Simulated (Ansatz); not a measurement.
Rows from a G0W0 calculation on MoSi2N4/MoSi2N4 (MoSi2N4 type multilayer) (Ansatz 0.2.0; G0W0 on PBEsol, plane waves, PAW; PAW set soft_1; 9×9×1 mesh, 481 empty bands, screening to 65 eV, PAW set soft_1 files), in eV. Spin-orbit coupling is left out.

```
row      Σx     Σc     Vxc     Z
  A  -15.19  -3.91  -20.21  0.76
  B  -20.99   1.25  -20.00  0.76
  C  -20.81   1.10  -20.03  0.77
  D  -17.25  -3.27  -21.57  0.76
  E  -21.14   1.33  -20.07  0.77
  F  -15.18  -3.91  -20.20  0.76
```

Question: Which rows are filled states and which are empty ones, and how can one tell?

Filled: B, C and E. Empty: A, D and F. The sign of Σc tells: for a filled state bare exchange, which holds its interaction with itself, lies below Vxc (Σx − Vxc is -0.8 eV or lower here) and screening gives part back as a positive Σc. For an empty state Σx lies above Vxc (+4.3 eV or more) and the Coulomb hole leaves Σc negative.

[Paths, hosts, dates, memory and timing lines, banners, echoed tables and standing remarks are left out of the program output.]

[Logs are printed without paths, hosts, clocks, repeated set-up lines and the standing remarks that a program may print on its own settings, such as how far it seeks lower states.]

[Runs of the session that timed out or met a known fault of the program may be left out.]

[Cells called generated may have been cut or substituted from an entry of the Crystallography Open Database or the Materials Project.]

[Hosts, paths, dates, database ids (printed as entryN), source tags and the programs' standing remarks are cut or masked in the printed files.]
